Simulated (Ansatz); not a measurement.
**Phonons of TiInSi in the AlB2 type**

The plan: relax TiInSi in the AlB2 type, check its phonons, and, if the lattice is stable, compute its Eliashberg function and ρ(T).

Main program and level: Ansatz 0.2.0; DFT PBE, scalar-relativistic, plane waves, PAW; PAW set soft_1.

This is a report of a sequence of runs, with most program output left out.

The structure was built from a prototype and need not be the compound's stable phase.

## Step 1: The starting structure

The structure is hexagonal, space group P-6m2 (No. 187). The conventional cell has a = 4.123 Å, b = 4.123 Å, c = 4.330 Å, α = 90.00°, β = 90.00°, γ = 120.00°. Nearest to Ti lie 6 Si at 3.22 Å and 6 In at 3.22 Å. Nearest to Si lie 3 In at 2.38 Å and 6 Ti at 3.22 Å. Nearest to In lie 3 Si at 2.38 Å and 6 Ti at 3.22 Å. Farther neighbours are not listed.

As a file:

```cif
data_structure
_symmetry_space_group_name_H-M 'P 1'
_symmetry_Int_Tables_number 1
_cell_length_a 4.1234
_cell_length_b 4.1234
_cell_length_c 4.3296
_cell_angle_alpha 90.000
_cell_angle_beta 90.000
_cell_angle_gamma 120.000
_cell_volume 63.75
loop_
_atom_site_label
_atom_site_type_symbol
_atom_site_fract_x
_atom_site_fract_y
_atom_site_fract_z
_atom_site_occupancy
Ti1 Ti 0.00000 0.00000 0.00000 1
Si2 Si 0.33333 0.66667 0.50000 1
In3 In 0.66667 0.33333 0.50000 1
```

## Step 2: Relaxation

The structure is brought to rest under this functional.

Contents of input.yaml:

```yaml
crystal:
  lattice:
    - [4.12344, 0.0, 0.0]
    - [-2.06172, 3.57101, 0.0]
    - [0.0, 0.0, 4.32962]
  atoms:
    - { symbol: Ti, position: [0.0, 0.0, 0.0] }
    - { symbol: Si, position: [0.33333333, 0.66666667, 0.5] }
    - { symbol: In, position: [0.66666667, 0.33333333, 0.5] }
kpoints:
  mp_grid: { grid: [9, 9, 8] }
hamiltonian:
  xc: pbe
  pseudopotentials: { kind: paw, azcp: { folder: soft_1 } }
scf:
  occupations: { method: gaussian, width: 0.1 }
output:
  forces: true
  stress: true
  eigenvalues: true
relax:
  adjacent_minimum: "off"
  f_tol: 0.005
  max_steps: 80
  cell: { stress_tol: 0.05 }
```

Run with:

```sh
$ ansatz run input.yaml --threads 4 --pin off --max-ram 12288MiB --backend cpu --events-out ev --progress --plain --runs-dir out
```

Run time: 32 s. Hardware: 4 threads of Arm Neoverse V1, shared host; peak memory 0.45 GiB.

Step by step:

| step | energy less that of the first step (eV) | largest force component (eV/Å) | pressure (GPa) | volume (Å³) |
| --- | --- | --- | --- | --- |
| 1 | 0.0000 | 0.0000 | 0.42 | 63.75 |
| 2 | -0.3823 | 0.0000 | -1.63 | 62.82 |
| 3 | -0.6629 | 0.0000 | -1.50 | 60.66 |
| 4 | -0.8825 | 0.0000 | -0.90 | 58.45 |
| 5 | -1.0336 | 0.0000 | 0.24 | 56.27 |
| 6 | -1.1648 | 0.0000 | 1.12 | 54.65 |
| 7 | -1.4234 | 0.0000 | 1.67 | 53.23 |
| 8 | -1.6488 | 0.0000 | 3.66 | 51.48 |
| 9 | -1.6827 | 0.0000 | 1.85 | 52.36 |
| 10 | -1.7092 | 0.0000 | -1.54 | 54.00 |
| 11 | -1.7136 | 0.0000 | -0.03 | 53.15 |
| 12 | -1.7136 | 0.0000 | 0.00 | 53.13 |
| 13* | -1.7174 | 0.0000 | 0.19 | 53.13 |
| 14 | -1.7175 | 0.0000 | 0.01 | 53.24 |
| 15* | -1.7175 | 0.0000 | 0.01 | 53.24 |

Relaxation steps marked * repeat the geometry before them on a plane-wave basis chosen anew for their cell, so energy and pressure can jump there.

Forces are held to the 12 operations that the run works with; a distortion that breaks them can't arise in this run.

| cell as run | before | after | change |
| --- | --- | --- | --- |
| a (Å) | 4.123 | 4.695 | +13.9 % |
| b (Å) | 4.123 | 4.695 | +13.9 % |
| c (Å) | 4.330 | 2.789 | -35.6 % |
| volume (Å³/atom) | 21.25 | 17.75 | -16.5 % |

The relaxed structure:

```cif
data_structure
_symmetry_space_group_name_H-M 'P 1'
_symmetry_Int_Tables_number 1
_cell_length_a 4.6950
_cell_length_b 4.6950
_cell_length_c 2.7888
_cell_angle_alpha 90.000
_cell_angle_beta 90.000
_cell_angle_gamma 120.000
_cell_volume 53.24
loop_
_atom_site_label
_atom_site_type_symbol
_atom_site_fract_x
_atom_site_fract_y
_atom_site_fract_z
_atom_site_occupancy
Ti1 Ti 0.00000 0.00000 0.00000 1
Si2 Si 0.33333 0.66667 0.50000 1
In3 In 0.66667 0.33333 0.50000 1
```

Numbers from this step:

```
pressure          : 0.005399 GPa
volume per atom   : 17.75 Å³/atom
metallic on mesh  : yes
gap on the k-mesh : 0 eV
```

The largest force is now zero by symmetry and the largest stress component 0.0091 GPa.

## Step 3: Relaxation

The relaxation is repeated from the new cell as a check.

input.yaml, the sections that differ from step 2:

```yaml
crystal:
  lattice:
    - [4.6949750764, 0.0, 0.0]
    - [-2.3474875382, 4.0659676863, 0.0]
    - [0.0, 0.0, 2.7887907698]
  atoms:
    - { symbol: Ti, position: [0.0, 0.0, 0.0] }
    - { symbol: Si, position: [0.3333333333, 0.6666666667, 0.5] }
    - { symbol: In, position: [0.6666666667, 0.3333333333, 0.5] }
kpoints:
  mp_grid: { grid: [9, 9, 10] }
# hamiltonian, scf, output, relax: as in step 2
```

Wall time 9.8 s (4 threads); peak memory 0.44 GiB.

The steps of the relaxation:

| step | energy less that of the first step (eV) | largest force component (eV/Å) | pressure (GPa) | volume (Å³) |
| --- | --- | --- | --- | --- |
| 1 | 0.0000 | 0.0000 | 0.13 | 53.24 |
| 2 | -0.0042 | 0.0000 | -0.04 | 53.38 |
| 3 | -0.0042 | 0.0000 | 0.02 | 53.35 |
| 4 | -0.0042 | 0.0000 | 0.02 | 53.35 |

The log counts 1 steps on a newly chosen plane-wave basis, not all of them marked here; energy and pressure can jump at such steps.

| conventional cell, symmetrised | before | after | change |
| --- | --- | --- | --- |
| a (Å) | 4.695 | 4.724 | +0.6 % |
| b (Å) | 4.695 | 4.724 | +0.6 % |
| c (Å) | 2.789 | 2.760 | -1.0 % |
| volume (Å³/atom) | 17.75 | 17.78 | +0.2 % |

The relaxed structure:

```xyz
3
Lattice="4.7239 0.0000 0.0000 -2.3620 4.0910 0.0000 0.0000 0.0000 2.7605" Properties=species:S:1:pos:R:3 pbc="T T T"
Ti    0.0000    0.0000    0.0000
Si    0.0000    2.7273    1.3802
In    2.3620    1.3637    1.3802
```

This step gave:

```
pressure        : 0.02438 GPa
volume per atom : 17.78 Å³/atom
```

The largest force is now zero by symmetry and the largest stress component 0.030 GPa.

## Step 4: Tight relaxation

No force is left; the cell is relaxed once more with another smearing and tight thresholds.

input.yaml, the sections that differ from step 3:

```yaml
crystal:
  lattice:
    - [4.7239024535, 0.0, 0.0]
    - [-2.3619512267, 4.0910195297, 0.0]
    - [0.0, 0.0, 2.7604651549]
  atoms:
    - { symbol: Ti, position: [0.0, 0.0, 0.0] }
    - { symbol: Si, position: [0.3333333333, 0.6666666667, 0.5] }
    - { symbol: In, position: [0.6666666667, 0.3333333333, 0.5] }
kpoints:
  mp_grid: { grid: [6, 6, 9] }
scf:
  occupations: { method: methfessel_paxton, width: 0.2 }
relax:
  adjacent_minimum: "off"
  f_tol: 0.001
  max_steps: 60
  cell: { stress_tol: 0.01 }
# hamiltonian, output: as in step 3
```

Wall time 5.8 s (4 threads); peak memory 0.4 GiB.

Step by step:

| step | energy less that of the first step (eV) | largest force component (eV/Å) | pressure (GPa) | volume (Å³) |
| --- | --- | --- | --- | --- |
| 1 | 0.0000 | 0.0000 | 0.13 | 53.35 |
| 2 | -0.0002 | 0.0000 | -0.11 | 53.50 |
| 3 | -0.0002 | 0.0000 | 0.06 | 53.41 |
| 4 | -0.0003 | 0.0000 | 0.00 | 53.44 |
| 5 | -0.0003 | 0.0000 | 0.00 | 53.44 |

The log counts 1 steps on a newly chosen plane-wave basis, not all of them marked here; energy and pressure can jump at such steps.

| conventional cell, symmetrised | before | after | change |
| --- | --- | --- | --- |
| a (Å) | 4.724 | 4.733 | +0.2 % |
| b (Å) | 4.724 | 4.733 | +0.2 % |
| c (Å) | 2.760 | 2.755 | -0.2 % |
| volume (Å³/atom) | 17.78 | 17.81 | +0.2 % |

The relaxed structure:

```xyz
3
Lattice="4.7327 0.0000 0.0000 -2.3664 4.0986 0.0000 0.0000 0.0000 2.7550" Properties=species:S:1:pos:R:3 pbc="T T T"
Ti    0.0000    0.0000    0.0000
Si    0.0000    2.7324    1.3775
In    2.3664    1.3662    1.3775
```

Numbers from this step:

```
pressure        : -2.96e-4 GPa
volume per atom : 17.81 Å³/atom
```

The largest force is now zero by symmetry and the largest stress component 5.8e-4 GPa, small enough for phonons.

## Step 5: Lattice stability: q 2×2×2, k 4×4×6

Before any scattering is computed, the phonons show whether the structure is a minimum.

Contents of input.yaml:

```yaml
crystal:
  lattice:
    - [4.7327126712, 0.0, 0.0]
    - [-2.3663563356, 4.098649402, 0.0]
    - [0.0, 0.0, 2.7549952998]
  atoms:
    - { symbol: Ti, position: [0.0, 0.0, 0.0] }
    - { symbol: Si, position: [0.3333333333, 0.6666666667, 0.5] }
    - { symbol: In, position: [0.6666666667, 0.3333333333, 0.5] }
kpoints:
  mp_grid: { grid: [4, 4, 6] }
hamiltonian:
  xc: pbe
  pseudopotentials: { kind: paw, azcp: { folder: soft_1 } }
scf:
  occupations: { method: methfessel_paxton, width: 0.2 }
output:
  eigenvalues: true
phonons:
  method: dfpt
  qmesh: [2, 2, 2]
  temperatures: { t_max: 1000, t_step: 50 }
  qpath:
    path:
      - [[0.0, 0.0, 0.0], [0.5, 0.0, 0.0], [0.33333333, 0.33333333, 0.0], [0.0, 0.0, 0.0], [0.0, 0.0, 0.5], [0.5, 0.0, 0.5], [0.33333333, 0.33333333, 0.5], [0.0, 0.0, 0.5]]
      - [[0.5, 0.0, 0.5], [0.5, 0.0, 0.0]]
      - [[0.33333333, 0.33333333, 0.5], [0.33333333, 0.33333333, 0.0]]
    npoints: 10
```

The job ended after 26 s (4 threads; peak memory 0.51 GiB).

This step gave:

```yaml
share_of_imaginary_modes_in_the_plain_interpolation_between_solved_wavevectors: 0.0945
highest_frequency_solved_or_plainly_interpolated: 262.3 cm⁻¹
```

Solved on the 2×2×2 mesh alone; all other wavevectors are interpolated. Phonon branches along the path, in cm⁻¹:

| point | branch 1 | branch 2 | branch 3 | branch 4 | branch 5 | branch 6 | branch 7 | branch 8 | branch 9 |
| --- | --- | --- | --- | --- | --- | --- | --- | --- | --- |
| Γ | 0 | 0 | 0 | 87 | 122 | 122 | 151 | 213 | 213 |
| halfway | -62 | 53 | 62 | 92 | 135 | 150 | 150 | 220 | 222 |
| M | -72 | 70 | 100 | 116 | 132 | 141 | 148 | 234 | 237 |
| halfway | -51 | 71 | 91 | 101 | 133 | 149 | 161 | 224 | 243 |
| K | 53 | 54 | 72 | 101 | 129 | 149 | 177 | 216 | 246 |
| halfway | -56 | 56 | 58 | 94 | 144 | 149 | 150 | 217 | 229 |
| Γ | 0 | 0 | 0 | 87 | 122 | 122 | 151 | 213 | 213 |
| halfway | 68 | 68 | 73 | 150 | 161 | 161 | 185 | 228 | 228 |
| A | 56 | 85 | 85 | 196 | 196 | 197 | 228 | 244 | 244 |
| halfway | -41 | 74 | 94 | 168 | 169 | 217 | 238 | 246 | 251 |
| L | -93 | 64 | 97 | 134 | 155 | 236 | 240 | 247 | 258 |
| halfway | -97 | 52 | 105 | 118 | 165 | 238 | 239 | 246 | 260 |
| H | -101 | 43 | 106 | 110 | 169 | 237 | 241 | 244 | 262 |
| halfway | -57 | 68 | 99 | 153 | 172 | 221 | 238 | 246 | 253 |
| A | 56 | 85 | 85 | 196 | 196 | 197 | 228 | 244 | 244 |
| jump to L | -93 | 64 | 97 | 134 | 155 | 236 | 240 | 247 | 258 |
| halfway | -38 | -30 | 106 | 135 | 136 | 191 | 200 | 240 | 248 |
| M | -72 | 70 | 100 | 116 | 132 | 141 | 148 | 234 | 237 |
| jump to H | -101 | 43 | 106 | 110 | 169 | 237 | 241 | 244 | 262 |
| halfway | -62 | 49 | 100 | 106 | 173 | 187 | 201 | 230 | 254 |
| K | 53 | 54 | 72 | 101 | 129 | 149 | 177 | 216 | 246 |

Lowest modes at the softest wavevector of the mesh. The modes at q = (0.000, 0.500, 0.500) (shares of kinetic energy by element, %) (negative means imaginary):

| mode | frequency (cm⁻¹) | Ti % | Si % | In % |
| --- | --- | --- | --- | --- |
| 1 | -93.2 | 25 | 74 | 1 |
| 2 | 63.6 | 0 | 14 | 86 |
| 3 | 97.4 | 2 | 4 | 94 |
| 4 | 134.0 | 100 | 0 | 0 |
| 5 | 155.4 | 54 | 24 | 21 |
| 6 | 236.4 | 95 | 2 | 3 |

Displacements in mode 1 (-93.2 cm⁻¹), the largest set to 1, in the home cell:
```
Ti1  0.00 -0.44  0.00
Si2  0.00  0.00 -1.00
In3  0.00  0.00 -0.07
```

Displacements in mode 4 (134.0 cm⁻¹), the largest set to 1, in the home cell:
```
Ti1 1.00 0.00 0.00
Si2 0.00 0.00 0.00
In3 0.00 0.00 0.00
```

Among the solved wavevectors the lowest mode, translations apart, is -93.2 cm⁻¹, imaginary.

## Step 6: Phonons by linear response: q 3×3×3, k 6×6×9

An imaginary mode on so few k-points may come from the sampling, so the phonons are repeated with another q and k mesh.

input.yaml, as its differences from that of step 5:

```diff
@@ -10,3 +10,3 @@
 kpoints:
-  mp_grid: { grid: [4, 4, 6] }
+  mp_grid: { grid: [6, 6, 9] }
 hamiltonian:
@@ -20,3 +20,3 @@
   method: dfpt
-  qmesh: [2, 2, 2]
+  qmesh: [3, 3, 3]
   temperatures: { t_max: 1000, t_step: 50 }
```

It took 2.1 min on 4 threads; peak memory 0.82 GiB; 8.2 min of CPU time.

This step gave:

| Property | Result |
| --- | --- |
| share of imaginary modes in the plain interpolation between solved wavevectors | 0.0387 |
| highest frequency, solved or plainly interpolated | 260.7 cm⁻¹ |

Solved on the 3×3×3 mesh alone; all other wavevectors are interpolated. Phonon branches along the path, in cm⁻¹:

| point | branch 1 | branch 2 | branch 3 | branch 4 | branch 5 | branch 6 | branch 7 | branch 8 | branch 9 |
| --- | --- | --- | --- | --- | --- | --- | --- | --- | --- |
| Γ | 0 | 0 | 0 | 92 | 141 | 141 | 146 | 204 | 204 |
| halfway | -46 | 54 | 63 | 96 | 135 | 147 | 153 | 222 | 222 |
| M | -64 | 70 | 102 | 111 | 141 | 148 | 150 | 231 | 238 |
| halfway | -44 | 71 | 90 | 102 | 143 | 148 | 167 | 228 | 237 |
| K | 9 | 72 | 79 | 102 | 141 | 148 | 180 | 226 | 234 |
| halfway | -32 | 52 | 59 | 98 | 141 | 147 | 157 | 218 | 230 |
| Γ | 0 | 0 | 0 | 92 | 141 | 141 | 146 | 204 | 204 |
| halfway | 74 | 74 | 112 | 155 | 155 | 155 | 200 | 230 | 230 |
| A | 90 | 90 | 134 | 176 | 176 | 228 | 230 | 253 | 253 |
| halfway | 78 | 97 | 103 | 146 | 164 | 226 | 235 | 247 | 251 |
| L | 61 | 72 | 97 | 125 | 167 | 232 | 240 | 247 | 253 |
| halfway | 56 | 59 | 111 | 131 | 174 | 232 | 239 | 252 | 257 |
| H | 46 | 57 | 118 | 135 | 182 | 232 | 239 | 255 | 261 |
| halfway | 71 | 93 | 102 | 140 | 166 | 226 | 236 | 249 | 251 |
| A | 90 | 90 | 134 | 176 | 176 | 228 | 230 | 253 | 253 |
| jump to L | 61 | 72 | 97 | 125 | 167 | 232 | 240 | 247 | 253 |
| halfway | 16 | 74 | 101 | 136 | 142 | 192 | 199 | 238 | 245 |
| M | -64 | 70 | 102 | 111 | 141 | 148 | 150 | 231 | 238 |
| jump to H | 46 | 57 | 118 | 135 | 182 | 232 | 239 | 255 | 261 |
| halfway | 34 | 66 | 107 | 118 | 184 | 190 | 196 | 241 | 247 |
| K | 9 | 72 | 79 | 102 | 141 | 148 | 180 | 226 | 234 |

Lowest modes at the softest wavevector of the mesh. The modes at q = (0.000, 0.333, 0.000) (shares of kinetic energy by element, %) (negative means imaginary):

| mode | frequency (cm⁻¹) | Ti % | Si % | In % |
| --- | --- | --- | --- | --- |
| 1 | -56.3 | 28 | 12 | 60 |
| 2 | 63.5 | 6 | 3 | 90 |
| 3 | 84.6 | 25 | 7 | 68 |
| 4 | 99.1 | 4 | 91 | 5 |
| 5 | 137.1 | 66 | 23 | 11 |
| 6 | 147.8 | 90 | 6 | 4 |

Displacements in mode 1 (-56.3 cm⁻¹), the largest set to 1, in the home cell (x, y, z of the real part, then of the imaginary part):
```
Ti1  0.99  0.00  0.00  0.15  0.00  0.00
Si2  0.86  0.00  0.00 -0.13  0.00  0.00
In3  0.95  0.00  0.00 -0.04  0.00  0.00
```

Displacements in mode 5 (137.1 cm⁻¹), the largest set to 1, in the home cell (x, y, z of the real part, then of the imaginary part):
```
Ti1  1.00  0.00  0.00  0.10  0.00  0.00
Si2 -0.77  0.00  0.00  0.12  0.00  0.00
In3 -0.26  0.00  0.00  0.03  0.00  0.00
```

The modes has structure finer than the step of the table below, so its rows give means over 10 cm⁻¹, whole bins alone (the curve runs from -73.4 to 278 cm⁻¹). Peaks (cm⁻¹: height): In -24.8: 0.00698, 72.4: 0.0274, 101.1: 0.0323, 163.0: 0.0100, 235.9: 0.0233; Si 72.4: 0.0123, 101.1: 0.0347, 249.1: 0.0596; Ti 74.6: 0.0107, 149.7: 0.0453, 196.1: 0.0138, 227.1: 0.0241.

Phonopy on the run's constants, 13x13x21 mesh, Gaussian sigma 2.5 cm⁻¹. Modes against wavenumber; means over each step; values in 1/cm⁻¹/cell:

| wavenumber (cm⁻¹) | In | Si | Ti |
| --- | --- | --- | --- |
| -60 | 0.00179 | 3.7e-4 | 7.9e-4 |
| -50 | 0.00347 | 7.3e-4 | 0.00139 |
| -40 | 0.00497 | 0.00111 | 0.00172 |
| -30 | 0.00595 | 0.00144 | 0.00174 |
| -20 | 0.00461 | 0.00123 | 0.00116 |
| -10 | 0.00118 | 2.8e-4 | 3.2e-4 |
| 0 | 0.00116 | 3.1e-4 | 2.4e-4 |
| 10 | 0.00277 | 7.6e-4 | 7.1e-4 |
| 20 | 0.00387 | 0.00107 | 0.00104 |
| 30 | 0.00589 | 0.00167 | 0.00160 |
| 40 | 0.00842 | 0.00240 | 0.00238 |
| 50 | 0.0118 | 0.00340 | 0.00343 |
| 60 | 0.0151 | 0.00720 | 0.00659 |
| 70 | 0.0246 | 0.0114 | 0.00969 |
| 80 | 0.0203 | 0.00877 | 0.00796 |
| 90 | 0.0167 | 0.00823 | 0.00387 |
| 100 | 0.0287 | 0.0280 | 0.00618 |
| 110 | 0.0190 | 0.0129 | 0.00333 |
| 120 | 0.00628 | 0.00478 | 0.00287 |
| 130 | 0.00904 | 0.00346 | 0.0206 |
| 140 | 0.00754 | 0.00506 | 0.0318 |
| 150 | 0.00773 | 0.00542 | 0.0411 |
| 160 | 0.00953 | 0.00769 | 0.0347 |
| 170 | 0.00783 | 0.00740 | 0.0269 |
| 180 | 0.00521 | 0.00335 | 0.0165 |
| 190 | 0.00354 | 9.0e-4 | 0.00954 |
| 200 | 0.00432 | 0.00106 | 0.00992 |
| 210 | 0.00646 | 0.00481 | 0.0117 |
| 220 | 0.0102 | 0.0162 | 0.0163 |
| 230 | 0.0188 | 0.0388 | 0.0177 |
| 240 | 0.0157 | 0.0521 | 0.00393 |
| 250 | 0.00650 | 0.0504 | 0.00215 |
| 260 | 9.4e-4 | 0.00715 | 2.4e-4 |
| 270 | 3.6e-6 | 2.0e-5 | 9.0e-7 |

No LO-TO term; unit eigenvectors of the mass-weighted matrix. Modes at Γ, with each element's share of the kinetic energy:

| mode | frequency (cm⁻¹) | symmetry | Ti % | Si % | In % |
| --- | --- | --- | --- | --- | --- |
| 1 | 0.0 | unnamed | 25 | 15 | 60 |
| 2 | 0.0 | unnamed | 25 | 15 | 60 |
| 3 | 0.0 | unnamed | 25 | 15 | 60 |
| 4 | 92.0 | A2'' | 4 | 67 | 29 |
| 5 | 141.4 | E' | 71 | 17 | 11 |
| 6 | 141.4 | E' | 71 | 17 | 11 |
| 7 | 146.0 | A2'' | 71 | 18 | 11 |
| 8 | 204.4 | E' | 4 | 68 | 28 |
| 9 | 204.4 | E' | 4 | 68 | 28 |

Displacements in mode 4 (92.0 cm⁻¹), the largest set to 1:
```
Ti1  0.00  0.00  0.19
Si2  0.00  0.00  1.00
In3  0.00  0.00 -0.32
```

Displacements in mode 9 (204.4 cm⁻¹), the largest set to 1:
```
Ti1  0.18  0.00  0.00
Si2  1.00  0.00  0.00
In3 -0.32  0.00  0.00
```

Among the solved wavevectors the lowest mode, translations apart, is -56.3 cm⁻¹, imaginary.

## Step 7: Resistivity: q 3×3×3, k 6×6×9, scattering 8×8×12

Phonons, couplings and the Boltzmann equation in one run.

input.yaml, as its differences from that of step 6:

```diff
@@ -28 +28,4 @@
     npoints: 10
+  electrical_resistivity:
+    mesh: [8, 8, 12]
+    temperatures: [20.0, 50.0, 77.0, 100.0, 150.0, 200.0, 300.0, 400.0, 600.0, 800.0]
```

Elapsed: 2.7 min, on 4 threads; peak memory 0.84 GiB.

The run ended with an error.

The program's message: “electrical resistivity: the mode of lowest frequency at the wavevector [0.0000, -0.5000, 0.0000] is imaginary, -63.82 cm⁻¹ (written negative): the force constants describe an unstable lattice; relax t …”

The run stops because a mode is imaginary on the scattering mesh, where no scattering rate is defined; denser k meshes, other smearings and, between solved wavevectors, finer q meshes show whether the instability is real.

## Step 8: Outcome

| Item | Value |
| --- | --- |
| phonon run of the rows without a label of their own | PBE, q 3×3×3, k 6×6×9 |
| softest mode on the q mesh | -56.3 cm⁻¹ at q = (0, 0.333, 0) |
| highest frequency, solved or plainly interpolated | 261 cm⁻¹ |

What this shows: The lattice is dynamically unstable at this level: a mode at q = (0, 0.333, 0) is imaginary, 56.3i cm⁻¹, so no harmonic coupling constant or resistivity is defined for this structure. These meshes are coarse, and single modes of a metal can move by tens of cm⁻¹ with the k mesh. The coarser mesh found an imaginary mode at another wavevector, which this mesh lacks. The phonon runs are not spin-polarised. The structure was built by hand as an ordered model, and its stability against other phases was not tested.

[Logs are printed without paths, hosts, clocks, repeated set-up lines and the standing remarks that a program may print on its own settings, such as how far it seeks lower states.]

[Hosts, paths, dates, database ids (printed as entryN), source tags and the programs' standing remarks are cut or masked in the printed files.]
